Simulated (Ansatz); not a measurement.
Be5Pt (F-43m), computed twice by G0W0.

```xyz
6
Lattice="0.0000 2.9813 2.9813 2.9813 0.0000 2.9813 2.9813 2.9813 0.0000" Properties=species:S:1:pos:R:3 pbc="T T T"
Be    1.4907    1.4907    1.4907
Be    2.2404    2.2404    3.7222
Be    2.2404    3.7222    2.2404
Be    3.7222    2.2404    2.2404
Be    3.7222    3.7222    3.7222
Pt    0.0000    0.0000    0.0000
```

The cell and positions are those that the Materials Project relaxed with its own functionals (PBE, PBE+U or r2SCAN), kept fixed. Spin-orbit coupling is left out unless a run names it.

The first (Ansatz 0.2.0; start LDA, 6×6×6 mesh, 315 empty bands, screening to 190 eV, hard PAW files; 1 × NVIDIA H100 80GB HBM3 (shared by 3 runs) with 4 threads of AMD EPYC 7R13 (Zen 3), shared host) gave, on its mesh: starting gap 0.28 eV, G0W0 gap 0.59 eV, RPA ε∞ (mean) 23.26, 30 s.

The second gave: starting gap 0.28 eV, G0W0 gap 0.55 eV, RPA ε∞ (mean) 23.25, 64 s.

What was changed in the input? Choose among start, files, mesh, bands and cutoff, frequency model or another key.

Changed: empty bands from 315 to 533 and screening cutoff (eV) from 190.0 to 270.0. The starting gap stayed, which rules out the functional and points to the GW step. Other changes could give like numbers; this is the one that was made.

Limits: not at the basis limit; no spin polarisation; d states lean on the start; no spin-orbit coupling; coarse k mesh.

[Paths, hosts, dates, memory and timing lines, banners, echoed tables and standing remarks are left out of the program output.]

[Logs are printed without paths, hosts, clocks, repeated set-up lines and the standing remarks that a program may print on its own settings, such as how far it seeks lower states.]

[Runs of the session that timed out or met a known fault of the program may be left out.]

[Cells called generated may have been cut or substituted from an entry of the Crystallography Open Database or the Materials Project.]

[Hosts, paths, dates, database ids (printed as entryN), source tags and the programs' standing remarks are cut or masked in the printed files.]
